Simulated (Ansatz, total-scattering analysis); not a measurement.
## From S(Q) to neighbour shells

The sample: As2S3 (As 40.3, S 59.7 atom %) at 800 K, fixed volume (mean pressure 1.2 GPa), ρ₀ = 0.0354 Å⁻³. The data come from ab initio molecular dynamics with Ansatz (PBE, plane waves, PAW set soft_1, Langevin thermostat, no spin, fixed volume). The average runs over 2.83 ps of 119 atoms, so shells between rare elements are rough. Mean temperature 841 K, largest m.s.d. 2.88 Å², energy drift -35 meV an atom (last third less first), Langevin friction 2 ps⁻¹; the first quarter of the run is discarded. Preparation: a classical melt of B48O71 with the elements renamed and the cell rescaled, then 1.6 ps at 1240 K with a cheaper basis and a friction of 10 ps⁻¹ (mean temperature of the first stage 1337 K), too short to forget the start in full. So short a stretch relaxes bonds and nearest shells but still remembers its start. It is a liquid. Its As–As bonds (1.0 per As) come largely from the quick preparation; the real material is better ordered chemically. The potential energy falls by 35 meV an atom from the first to the last third of the average, so the sample is relaxing or ordering and this is no equilibrium average.

The totals are in Faber–Ziman form. Below 4 Å⁻¹ the partials are summed on the cell's own reciprocal vectors (from 0.42 Å⁻¹) and folded with a Gaussian of σ = 0.09 Å⁻¹; above it they are transforms of g(r) out to 10.2 Å, tapered over the last 40 %. The fold lowers sharp peaks, and with so few vectors their positions are good to about 0.1 Å⁻¹. X-rays take neutral-atom form factors, neutrons coherent lengths (As 6.58, S 2.847 fm). G(r) = 4πrρ₀[g(r) − 1] carries the resolution of a Lorch-windowed transform up to 20 Å⁻¹. The patterns are simulated, not measured. The potential energy falls by 35 meV an atom from the first to the last third of the average, so the sample is relaxing or ordering and this is no equilibrium average. The cell is small: beyond half the box only the part of each shell inside it is counted, and low-Q values rest on few vectors.

```
Q (Å⁻¹)  X-ray  neutron
    0.6   0.06     0.04
    0.9   0.38     0.38
    1.2   0.57     0.56
    1.5   0.64     0.64
    1.8   0.61     0.60
    2.1   0.88     0.88
    2.4   1.09     1.08
    2.7   0.98     0.98
    3.0   0.97     0.97
    3.3   1.12     1.12
    3.6   1.26     1.26
    3.9   1.16     1.17
    4.2   0.95     0.95
    4.5   0.78     0.78
    4.8   0.82     0.81
    5.1   0.94     0.93
    5.4   1.05     1.04
    5.7   1.11     1.10
    6.0   1.10     1.11
    6.3   1.06     1.06
    6.6   0.99     0.99
    6.9   0.96     0.96
    7.2   0.96     0.96
    7.5   0.96     0.95
    7.8   0.97     0.97
    8.1   1.01     1.01
    8.4   1.03     1.03
    8.7   1.03     1.03
    9.0   1.02     1.02
    9.3   1.01     1.01
    9.6   0.99     0.99
    9.9   0.98     0.98
   10.2   0.98     0.98
   10.5   0.99     0.99
   10.8   1.00     1.00
   11.1   1.00     1.00
   11.4   1.01     1.01
   11.7   1.01     1.01
   12.0   1.01     1.01
```

G(r):

| r (Å) | X-ray | neutron |
| --- | --- | --- |
| 1.0 | -0.44 | -0.44 |
| 1.1 | -0.48 | -0.49 |
| 1.2 | -0.52 | -0.53 |
| 1.3 | -0.57 | -0.58 |
| 1.4 | -0.61 | -0.62 |
| 1.5 | -0.65 | -0.66 |
| 1.6 | -0.70 | -0.71 |
| 1.7 | -0.75 | -0.75 |
| 1.8 | -0.78 | -0.77 |
| 1.9 | -0.76 | -0.75 |
| 2.0 | -0.56 | -0.54 |
| 2.1 | -0.06 | -0.04 |
| 2.2 | 0.61 | 0.62 |
| 2.3 | 1.03 | 1.04 |
| 2.4 | 0.94 | 0.94 |
| 2.5 | 0.53 | 0.52 |
| 2.6 | 0.07 | 0.05 |
| 2.7 | -0.32 | -0.34 |
| 2.8 | -0.59 | -0.61 |
| 2.9 | -0.70 | -0.72 |
| 3.0 | -0.65 | -0.66 |
| 3.1 | -0.50 | -0.50 |
| 3.2 | -0.29 | -0.27 |
| 3.3 | -0.04 | -0.02 |
| 3.4 | 0.20 | 0.22 |
| 3.5 | 0.40 | 0.41 |
| 3.6 | 0.52 | 0.52 |
| 3.7 | 0.52 | 0.51 |
| 3.8 | 0.40 | 0.40 |
| 3.9 | 0.24 | 0.23 |
| 4.0 | 0.07 | 0.06 |
| 4.1 | -0.09 | -0.10 |
| 4.2 | -0.22 | -0.23 |
| 4.3 | -0.31 | -0.31 |
| 4.4 | -0.36 | -0.36 |
| 4.5 | -0.38 | -0.38 |
| 4.6 | -0.37 | -0.36 |
| 4.7 | -0.31 | -0.31 |
| 4.8 | -0.23 | -0.23 |
| 4.9 | -0.15 | -0.15 |
| 5.0 | -0.07 | -0.07 |
| 5.1 | 0.01 | 0.01 |
| 5.2 | 0.10 | 0.10 |
| 5.3 | 0.19 | 0.19 |
| 5.4 | 0.25 | 0.25 |
| 5.5 | 0.26 | 0.26 |
| 5.6 | 0.21 | 0.21 |
| 5.7 | 0.14 | 0.14 |
| 5.8 | 0.10 | 0.10 |
| 5.9 | 0.08 | 0.08 |
| 6.0 | 0.08 | 0.08 |

Q: Assign the low-r maxima. Which coordination numbers can be read off, and what are they?

Each pair enters with the weight ci cj fi fj (2 − δij)/⟨f⟩², taking f = Z for X-rays at Q = 0: As–S 0.49 / 0.48; As–As 0.34 / 0.37; S–S 0.17 / 0.15 (X-ray / neutron).

| radiation | maximum (Å) | G (Å⁻²) | pairs that make it (share of the curvature of G, each pair at the same resolution) |
| --- | --- | --- | --- |
| X-ray | 2.33 | 1.05 | As–S 100 % |
| X-ray | 3.65 | 0.53 | As–As 53 %, As–S 32 %, S–S 15 % |
| neutron | 2.33 | 1.06 | As–S 100 % |
| neutron | 3.65 | 0.53 | As–As 50 %, As–S 33 %, S–S 16 % |

The first shell (S–S, 2.04 Å) shares its range with As–S (2.28 Å) and As–As (2.52 Å), so its area is a weighted sum. The maxima can be assigned, but 2 totals can't separate 3 partials, so the counts below come from the model itself.

From the coordinates:

```csv
pair,first peak (Å),g there,first minimum (Å),g there,neighbours
S–S,2.04,2.1,2.58,0.03,0.6
As–S,2.28,5.0,2.78,0.33,"2.1 S per As, 1.4 As per S"
As–As,2.52,2.2,3.00,0.40,1.0
```

Bonded neighbours (only these pairs count: cutoffs As–S 2.78 Å): As: 1 18 %, 2 52 %, 3 28 %, 4 1.2 %; S: 0 13 %, 1 34 %, 2 50 %, 3 2.8 %. For As–S g doesn't fall to zero at the cutoff, so those shares hang on where it is put. S–As–S peak at 98° and As–S–As peak at 104°. These counts come from 15 frames.

Besides As–S (2.28 Å) there are bonds within one sublattice: S–S at 2.04 Å (0.6 S per S) and As–As at 2.52 Å (1.0 As per As). They come from an excess of an element or from broken chemical order.

[Logs are printed without paths, hosts, clocks, repeated set-up lines and the standing remarks that a program may print on its own settings, such as how far it seeks lower states.]
